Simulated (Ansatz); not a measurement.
# Se_C in SiC (P6_3mc): charge-transition levels and formation energies, part 2 of 2

Aim: at which Fermi levels does Se_C in SiC (P6_3mc) change its charge? The model is a cell of 108 host atoms with 1 C taken out and 1 Se put in.

Ansatz; place-levels on r2SCAN runs: charge-transition levels and formation energies with image-charge correction and potential alignment at the atomic sites; PAW set soft_1.

So far: Set-up; The runs of each charge state; Levels against the band edges, r2SCAN.

### Step 3. Levels against the band edges, r2SCAN (continued)

Levels between the charges placed, in eV above the valence top:

```tsv
	gap (eV)	(+2/+1)	(+1/0)	(0/−1)
r2SCAN	2.37	1.85	2.22	2.40
```

Corrections by state:

```tsv
charge	moment (μB)	image terms and alignment (eV)	band filling (eV)	ε used	over the lowest of its charge, as the program ranks them, band filling apart (eV)
+2	0.0	0.990	-	principal values (10.43, 10.43, 10.95)	0.000
+1	1.0	0.373	-	principal values (10.43, 10.43, 10.95)	0.000
0	0.0	0.000	-	-	0.000
−1	1.0	-0.150	-0.322	principal values (10.43, 10.43, 10.95)	0.000
0	2.0	0.000	-	-	0.298
```

The charged structures listed were also run neutral, and place-levels reads from each pair, by the potential or the spins, how wide the charge is by which they differ; that can be the carrier of either run.

```tsv
charge	rms radius (Å)	spread where it is widest against the cell (Å)	wide from (Å)	reading
+2	4.8	2.76	1.39	wide
+1	4.8	2.80	1.39	wide
−1	6.0	3.48	1.39	wide
```

The neutral runs of these pairs need not share the spin of the lowest neutral state, and very wide values only mean spread over the cell.

From the program's caveats on the states, each cut to its opening words:

- charge +2, +1 (1 μB): it parts from the run at its places by a charge that spreads by about 2.8 Å along one vector (1.4 Å or more is wide), by its potential at epsilon [7.09, 7.09, [...]
- charge +1 (1 μB): its sublattices stand up to 0.0370 Å off the host's, which by the two runs' forces adds about +0.01 eV to its energy against the host's, and moves the band [...]
- charge +1 (1 μB), −1 (1 μB), 0 (2 μB): flagged: stability check not made
- charge 0: its alignment with the host at atomic sites is doubtful: the mean over the far sites moves by -0.0511 eV from their farther parts to their nearer, more than [...]
- charge 0: its sublattices stand up to 0.0346 Å off the host's, which by the two runs' forces adds about +0.03 eV to its energy against the host's, and moves the band [...]
- charge −1 (1 μB): it parts from the run at its places by a charge that spreads by about 3.5 Å along one vector (1.4 Å or more is wide), by its potential at epsilon [7.09, 7.09, [...]
- charge −1 (1 μB): a band-filling correction moves a carrier to the host's band edge, which changes its energy by -0.322 eV
- charge −1 (1 μB): its alignment with the host at atomic sites is doubtful: the mean over the far sites moves by -0.1643 eV from their farther parts to their nearer, more than [...]
- charge −1 (1 μB): the host's ions (past the first shell or, of a walk that freed a part, those that it held) aren't shown at rest: they stand up to 0.072 Å off their sites, 2.59 [...]
- charge −1 (1 μB): its sublattices stand up to 0.0423 Å off the host's, which by the two runs' forces adds about +0.04 eV to its energy against the host's, and moves the band [...]
- charge −1 (1 μB): its moments are held at its close (magnetization.spin_locking), by a field of 0.021 eV a Bohr magneton, and its energy and levels are of the state that this [...]
- charge 0 (2 μB): its alignment with the host at atomic sites is doubtful: the mean over the far sites moves by -0.1122 eV from their farther parts to their nearer, more than [...]
- charge 0 (2 μB): its moments are held at its close (magnetization.spin_locking), by a field of 0.201 eV a Bohr magneton, and its energy and levels are of the state that this [...]

Chemical potentials of the elements' reference phases, run alike. Formation energies (elemental references), with the Fermi level at the valence top and at the conduction bottom (gap 2.37 eV):

```tsv
charge	at valence top (eV)	at conduction bottom (eV)	correction included (eV)
+2	1.64	6.38	0.99
+1	3.49	5.86	0.37
0	5.70	5.70	0.00
−1	8.11	5.74	-0.47
```

(Fermi level (eV), lowest formation energy (eV)): (0.00, 1.64), (0.22, 2.07), (0.43, 2.50), (0.65, 2.93), (0.86, 3.36), (1.08, 3.79), (1.29, 4.22), (1.51, 4.65), (1.72, 5.08), (1.94, 5.43), (2.15, 5.64), (2.37, 5.70)

### Step 4. Effect of the sampling

The relaxations' own energies give the levels at their sampling, for comparison.

Input file levels.relax_mesh.yaml:

```yaml
host:
  run: host.relax.run
states: [qm1_M1.relax.run, q0.relax.run, qp1_M1.relax.run, qp2.relax.run, q0_M2.relax.run]
chemical_potentials:
  C:
    energy: -251.553391
    dataset: "<sha256 of the dataset>"
  Se:
    energy: -5478.140172
    dataset: "<sha256 of the dataset>"
```

Command:

```sh
> ansatz place-levels levels.relax_mesh.yaml -- --threads 4 --pin off --max-ram 15073MiB
```

The program printed:

```text
(+2/+1) 1.858 eV above the valence edge, 0.520 eV under the conduction edge
(+1/0) 2.238 eV above the valence edge, 0.141 eV under the conduction edge
[...]
formation energy of charge +2: +1.535 eV with the Fermi level at the valence edge
formation energy of charge +1: +3.393 eV with the Fermi level at the valence edge
formation energy of charge 0: +5.631 eV with the Fermi level at the valence edge
formation energy of charge -1: +8.055 eV with the Fermi level at the valence edge
  edges by r2scan, gap 2.378 eV; the host is sampled to repeats of 16.00 Å
[... the lines on each state left out ...]
```

The job ended after 0.35 s (4 threads of Intel Xeon Platinum 8259CL at 2.50GHz (Skylake/Cascade Lake), shared host).

Levels between neighbouring charges, in eV above the valence top:

```tsv
	gap (eV)	(+2/+1)	(+1/0)	(0/−1)
one point at (¼, ¼, ¼)	2.38	1.86	2.24	2.42
a 2×2×2 shifted mesh	2.37	1.85	2.22	2.40
```

Going from one point at (¼, ¼, ¼) to a 2×2×2 shifted mesh moves the levels that carry no band-filling term by up to 0.02 eV and formation energies against the elements by up to 0.10 eV; band-filling terms, which differ between samplings, are in these energies.

### Step 5. What came out

```json
{
 "gap of the host": "2.37 eV (r2SCAN)",
 "level (plus 2/plus 1)": "1.85 eV above the valence top",
 "level (plus 1/0)": "2.22 eV above the valence top",
 "level (0/minus 1)": "2.40 eV above the valence top, past the conduction bottom (2.73 eV above the valence top without the band-filling term)",
 "lowest of the charges placed, just above the valence top (0.02 eV)": "+2",
 "lowest of the charges placed, just below the conduction bottom (0.02 eV)": "0",
 "lowest formation energy at mid-gap of the charges run, elemental references": "4.01 eV"
}
```

In words: Of the charges placed (−1, 0, +1 and +2), the lowest changes at 1.85 eV (+2/+1) and 2.22 eV (+1/0) above the valence top, in a gap of 2.37 eV. (+2/+1) and (+1/0) lie nearer to a band edge than the share of the finite-size correction in them (0.62 and 0.37 eV), and that correction holds for a localised charge alone. Charges above +2 were not placed, so these runs say nothing of levels that involve them. States placed: +2 at 0 μB; +1 at 1 μB; 0 at 0 μB and 2 μB; −1 at 1 μB. Other spin states or structures, where not listed, weren't placed. The program finds carriers beyond a band edge of the host and adds a band-filling term at charge −1 (-0.32 eV); steps to such a charge show no bound level, and a defect level inside a band would be read the same way. Se is taken at its element; compounds, which aren't counted here, bound the chemical potentials and would shift these formation energies. Going from one point at (¼, ¼, ¼) to a 2×2×2 shifted mesh moves the levels that carry no band-filling term by up to 0.02 eV and formation energies against the elements by up to 0.10 eV; band-filling terms, which differ between samplings, are in these energies. The program doubts the alignment of potentials for at least one state, a sign that the cell is small. What this leaves open: r2SCAN makes the gap too small and tends to spread out bound carriers; force components of up to 0.29 eV/Å remain in a run at the final settings.

Calculation against experiment:

```
                             quantity  measured           r2SCAN
band gap (least gap of the host) (eV)      3.03  2.37 (-0.66 eV)
```

Measured values from arxiv:1806.04908 (2018).

How well it matches: The band gap is off by -0.66 eV: a clear miss. Local and semilocal functionals usually give gaps below the measured ones. Zero-point and thermal motion shift the measured gap.

[Logs are printed without paths, hosts, clocks, repeated set-up lines and the standing remarks that a program may print on its own settings, such as how far it seeks lower states.]

[Hosts, paths, dates, database ids (printed as entryN), source tags and the programs' standing remarks are cut or masked in the printed files.]

[Where a table of states has a column of steps, it counts the stored structures, which are thinned; the runs took as many ionic steps or more.]

[A defect's name tells the site on which it was built; relaxed atoms can leave that site.]

[For some hosts the program warned that the k-mesh of the response run may be too coarse for force constants and the static dielectric constant; such warnings are not shown here.]
